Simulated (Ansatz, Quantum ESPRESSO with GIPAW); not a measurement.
# Solid-state NMR of K2S2O7 by GIPAW, part 2 of 2

Wanted: NMR shieldings and quadrupolar couplings for each site of K2S2O7.

Solid-state NMR of this phase has given these values. 33S quadrupolar coupling 16.2 MHz, in “33S NMR: Recent Advances and Applications” (Gerothanassis et al., Molecules 29, 3301 (2024); PMC11280432), quoting earlier work. Signs of C_Q are not measured.

Quantum ESPRESSO with GIPAW; PBEsol.

So far. Step 3 (Shieldings): In this run the largest span is that of S (site symmetry 1), with principal values -10.8, 180.6 and 213.2 ppm. On O(2) the most shielded direction lies 7° off its short bond to S.

**4. Field gradients**

Level of this step: DFT, PBEsol, plane-wave PAW, default files, scalar-relativistic, field gradients (Ansatz).

33S, 17O and 39K have a quadrupole moment, which couples to the field gradient and broadens the lines. The gradient is a property of the ground-state density and needs no response; it is taken from a second code that counts the whole PAW charge. C_Q = eQV_zz/h, with Q = -0.0694 barn for 33S, -0.02558 barn for 17O, 0.0603 barn for 39K.

This step: DFT, PBEsol, plane-wave PAW, default files (PAW set soft_2), scalar-relativistic, field gradients (Ansatz 0.2.0), on the same atoms.

File input.yaml:

```yaml
crystal:
  lattice:
    - [6.18265, -3.6561, 0.0]
    - [6.18265, 3.6561, 0.0]
    - [-0.3914200236, 0.0, 7.2762795854]
  atoms:
    - { symbol: K, position: [0.0039697559, 0.7027685389, 0.1449974422] }
    - { symbol: K, position: [0.2972314611, 0.9960302441, 0.3550025578] }
    - { symbol: K, position: [0.9960302441, 0.2972314611, 0.8550025578] }
    - { symbol: K, position: [0.7027685389, 0.0039697559, 0.6449974422] }
    - { symbol: S, position: [0.5808048197, 0.2142457293, 0.1401363468] }
    - { symbol: S, position: [0.7857542707, 0.4191951803, 0.3598636532] }
    - { symbol: S, position: [0.4191951803, 0.7857542707, 0.8598636532] }
    - { symbol: S, position: [0.2142457293, 0.5808048197, 0.6401363468] }
    - { symbol: O, position: [0.7343557981, 0.1521681828, 0.994498926] }
    - { symbol: O, position: [0.8478318172, 0.2656442019, 0.505501074] }
    - { symbol: O, position: [0.2656442019, 0.8478318172, 0.005501074] }
    - { symbol: O, position: [0.1521681828, 0.7343557981, 0.494498926] }
    - { symbol: O, position: [0.360105953, 0.3039011591, 0.0787931104] }
    - { symbol: O, position: [0.6960988409, 0.639894047, 0.4212068896] }
    - { symbol: O, position: [0.639894047, 0.6960988409, 0.9212068896] }
    - { symbol: O, position: [0.3039011591, 0.360105953, 0.5787931104] }
    - { symbol: O, position: [0.5773281212, 0.4226718788, 0.25] }
    - { symbol: O, position: [0.4226718788, 0.5773281212, 0.75] }
    - { symbol: O, position: [0.6454542206, 0.0498103169, 0.2768080152] }
    - { symbol: O, position: [0.9501896831, 0.3545457794, 0.2231919848] }
    - { symbol: O, position: [0.3545457794, 0.9501896831, 0.7231919848] }
    - { symbol: O, position: [0.0498103169, 0.6454542206, 0.7768080152] }
kpoints:
  mp_grid: { grid: [3, 3, 3] }
scf:
  occupations: { method: fixed }
hamiltonian:
  xc: pbesol
output:
  forces: false
  stress: false
  efg: { quadrupole_moments_barn: { K: 0.0603, S: -0.0694, O: -0.02558 } }
```

Launch:

```
$ ansatz run input.yaml --threads 8 --pin off --max-ram 16384MiB --backend cpu --events-out ev --progress --plain --runs-dir out
```

Log:

```text
[... set-up, SCF cycles and energies left out ...]
--- PAW observables at the nuclei: V_zz in 10²¹ V/m², potentials from the cell's mean, atoms counted from 1 ---
  atom   1  K  V_zz =    +1.220517   η = 0.8651   by run symmetry: allowed   C_q = +1.7796 MHz
  atom   2  K  V_zz =    +1.220517   η = 0.8651   by run symmetry: allowed   C_q = +1.7796 MHz
  atom   3  K  V_zz =    +1.220517   η = 0.8651   by run symmetry: allowed   C_q = +1.7796 MHz
  atom   4  K  V_zz =    +1.220517   η = 0.8651   by run symmetry: allowed   C_q = +1.7796 MHz
  atom   5  S  V_zz =    +7.101896   η = 0.1073   by run symmetry: allowed   C_q = -11.9176 MHz
  atom   6  S  V_zz =    +7.101896   η = 0.1073   by run symmetry: allowed   C_q = -11.9176 MHz
  atom   7  S  V_zz =    +7.101896   η = 0.1073   by run symmetry: allowed   C_q = -11.9176 MHz
  atom   8  S  V_zz =    +7.101896   η = 0.1073   by run symmetry: allowed   C_q = -11.9176 MHz
  atom   9  O  V_zz =   +12.578269   η = 0.2143   by run symmetry: allowed   C_q = -7.7799 MHz
  atom  10  O  V_zz =   +12.578269   η = 0.2143   by run symmetry: allowed   C_q = -7.7799 MHz
  atom  11  O  V_zz =   +12.578269   η = 0.2143   by run symmetry: allowed   C_q = -7.7799 MHz
  atom  12  O  V_zz =   +12.578269   η = 0.2143   by run symmetry: allowed   C_q = -7.7799 MHz
  atom  13  O  V_zz =   +12.368712   η = 0.2651   by run symmetry: allowed   C_q = -7.6503 MHz
  atom  14  O  V_zz =   +12.368712   η = 0.2651   by run symmetry: allowed   C_q = -7.6503 MHz
  atom  15  O  V_zz =   +12.368712   η = 0.2651   by run symmetry: allowed   C_q = -7.6503 MHz
  atom  16  O  V_zz =   +12.368712   η = 0.2651   by run symmetry: allowed   C_q = -7.6503 MHz
  atom  17  O  V_zz =   +16.311094   η = 0.7913   by run symmetry: allowed   C_q = -10.0888 MHz
  atom  18  O  V_zz =   +16.311094   η = 0.7913   by run symmetry: allowed   C_q = -10.0888 MHz
  atom  19  O  V_zz =   +12.479726   η = 0.1762   by run symmetry: allowed   C_q = -7.7190 MHz
  atom  20  O  V_zz =   +12.479726   η = 0.1762   by run symmetry: allowed   C_q = -7.7190 MHz
  atom  21  O  V_zz =   +12.479726   η = 0.1762   by run symmetry: allowed   C_q = -7.7190 MHz
  atom  22  O  V_zz =   +12.479726   η = 0.1762   by run symmetry: allowed   C_q = -7.7190 MHz
[the lines on potentials at the nuclei are left out]
```

The job ended after 2.4 s (8 threads of Arm Neoverse V2, shared host; peak memory 1.5 GiB).

The same from gipaw.x, job efg (2.4 s), which warns that it leaves out the neighbours' augmentation charge. V_zz in 10²¹ V/m²:

| site | Ansatz | gipaw.x | η_Q, first | η_Q, second |
| --- | --- | --- | --- | --- |
| K | 1.221 | 1.166 | 0.87 | 0.90 |
| S | 7.102 | 7.199 | 0.11 | 0.12 |
| O(1) | 12.578 | 12.064 | 0.21 | 0.22 |
| O(2) | 12.369 | 11.808 | 0.27 | 0.28 |
| O(3) | 16.311 | 16.015 | 0.79 | 0.80 |
| O(4) | 12.480 | 12.035 | 0.18 | 0.20 |

Gradients over 0.05 agree within 5 %.

Among nuclei of half-integer spin the second-order effect is largest for 33S on S (spin 3/2, C_Q -11.92 MHz): at 9.4 T it moves the centre of gravity of the MAS line by -3769 ppm from δ_iso, and by a quarter of that at twice the field, by δ_Q = −(3/40)(C_Q/ν0)²(1 + η²/3)[I(I+1) − 3/4]/[I²(2I−1)²] × 10⁶ ppm with ν0 = 30.8 MHz. A line so broad is out of reach of MAS and is recorded static.

**5. NMR parameters by site**

Covalently bonded atoms count as neighbours within 1.18 times the sum of their radii. Otherwise a cation's neighbours lie within 1.2 times its shortest bond (1.3 for large cations, each anion's radius taken off where they differ), and an anion's are the cations that count it.

| site | atom no. | atoms in cell | surroundings | bonds (Å) | σ_iso (ppm) | C_Q (MHz) | η_Q |
| --- | --- | --- | --- | --- | --- | --- | --- |
| K | 1 | 4 | KO9 | 2.71 to 3.26 | 1204.8 | 1.78 | 0.87 |
| S | 5 | 4 | SO4 | 1.45 to 1.65 | 127.7 | -11.92 | 0.11 |
| O(1) | 9 | 4 | non-bridging on S; 4 neighbours | 1.46 to 3.08 | 67.1 | -7.78 | 0.21 |
| O(2) | 13 | 4 | non-bridging on S; 4 neighbours | 1.45 to 3.26 | 67.1 | -7.65 | 0.27 |
| O(3) | 17 | 2 | bridging S-O-S, 124° | 1.655 | -31.1 | -10.09 | 0.79 |
| O(4) | 19 | 4 | non-bridging on S; 4 neighbours | 1.46 to 2.80 | 59.3 | -7.72 | 0.18 |

By surroundings the O shieldings are bridging S-O-S: -31.1; non-bridging on S: 59.3 to 67.1 ppm.

Simulated spectrum: 33S static powder, 20 T (65.4 MHz), central transition to second order, lines broadened by 93 ppm; the axis counts ppm from the isotropic position of S, as −Δσ; rigid lattice, with dipolar and J couplings and satellite transitions left out.

offset (ppm), intensity and a bar:
```
     2171       0.00 
     1993       0.00 
     1814       0.01 
     1635       0.17 #####
     1470       0.67 ####################
     1360       0.94 ############################
     1291       0.76 #######################
     1112       0.50 ###############
      947       0.43 #############
      768       0.36 ###########
      590       0.33 ##########
      425       0.32 ##########
      246       0.31 #########
       67       0.37 ###########
     -112       0.36 ###########
     -277       0.34 ##########
     -456       0.34 ##########
     -634       0.37 ###########
     -799       0.38 ###########
     -978       0.39 ############
    -1157       0.39 ############
    -1322       0.40 ############
    -1501       0.42 ############
    -1680       0.44 #############
    -1859       0.49 ###############
    -2024       0.55 ################
    -2202       0.64 ###################
    -2381       0.95 #############################
    -2409       1.00 ##############################
    -2546       0.75 ######################
    -2725       0.61 ##################
    -2904       0.53 ################
    -3069       0.09 ###
    -3248       0.01 
    -3426       0.00 
    -3592       0.00
```

Most prominent maxima (ppm: height): 1360: 0.94, -2409: 1.00.

Simulated spectrum: 17O static powder, 11.7 T (67.6 MHz), central transition to second order, lines broadened by 25 ppm; the axis counts ppm from the isotropic position of O(1), as −Δσ; rigid lattice, with dipolar and J couplings and satellite transitions left out.

offset (ppm), intensity and a bar:
```
      696       0.00 
      647       0.00 
      598       0.00 
      549       0.01 
      504       0.02 #
      455       0.02 #
      406       0.02 #
      361       0.03 #
      312       0.03 #
      263       0.06 ##
      218       0.13 ####
      169       1.00 ##############################
      120       0.56 #################
       72       0.45 ##############
       26       0.41 ############
      -22       0.40 ############
      -71       0.48 ###############
     -117       0.55 ################
     -165       0.62 ##################
     -214       0.84 #########################
     -237       0.92 ############################
     -260       0.80 ########################
     -308       0.53 ################
     -357       0.10 ###
     -406       0.04 #
     -451       0.03 #
     -500       0.03 #
     -549       0.03 #
     -594       0.03 #
     -643       0.02 #
     -692       0.02 #
     -737       0.00 
     -786       0.00 
     -835       0.00 
     -880       0.00
```

Most prominent maxima (ppm: height): 169: 1.00, -237: 0.92.

**6. Against experiment**

| quantity | site | measured | calculated | difference |
| --- | --- | --- | --- | --- |
| 33S quadrupolar coupling (MHz) | S | 16.2 | 11.92 | -4.28 |

**7. Outcome**

```yaml
33s_shielding_without_shape_term: 127.7 ppm
33s_size_of_c_q: 11.92 MHz
17o_shielding_without_shape_term: -31.1, 59.3, 67.1, 67.1 ppm
17o_size_of_c_q: 10.09, 7.72, 7.65, 7.78 MHz
39k_shielding_without_shape_term: 1204.8 ppm
39k_size_of_c_q: 1.78 MHz
```

In words: 33S has one site (SO4), with isotropic shielding 127.7 ppm (shape term left out) and C_Q -11.92 MHz. A shift needs a reference, δ = σ_ref − σ, fixed on measured compounds; for 33S of this kind at this level too few were at hand, or they scattered too widely about a line, so none is given. The couplings are off by up to 26.5 %. The cause was not traced; the calculation is for static atoms, and field gradients are sensitive to small errors of the structure. No sound run at another cutoff or mesh is at hand, so convergence rests on the f-sum rule and on experience with these files. In PBE checks against another PAW code, field gradients made this way came out 2 to 6 % larger on O (three silicas and corundum) and 10 % smaller on Al (corundum alone). This build of gipaw.x prints that it is not audited and that its numbers are no references by themselves. It also reports spline_ps as false although the input sets it; why was not traced.

[Banner, clock, file and message-heading lines were taken out of the pw.x and gipaw.x logs.]

[Logs are printed without paths, hosts, clocks, repeated set-up lines and the standing remarks that a program may print on its own settings, such as how far it seeks lower states.]

[Hosts, paths, dates, database ids (printed as entryN), source tags and the programs' standing remarks are cut or masked in the printed files.]

[Where no reference line passes its bar on scatter, no shift is given, so a measured shift of this compound may stand uncompared.]
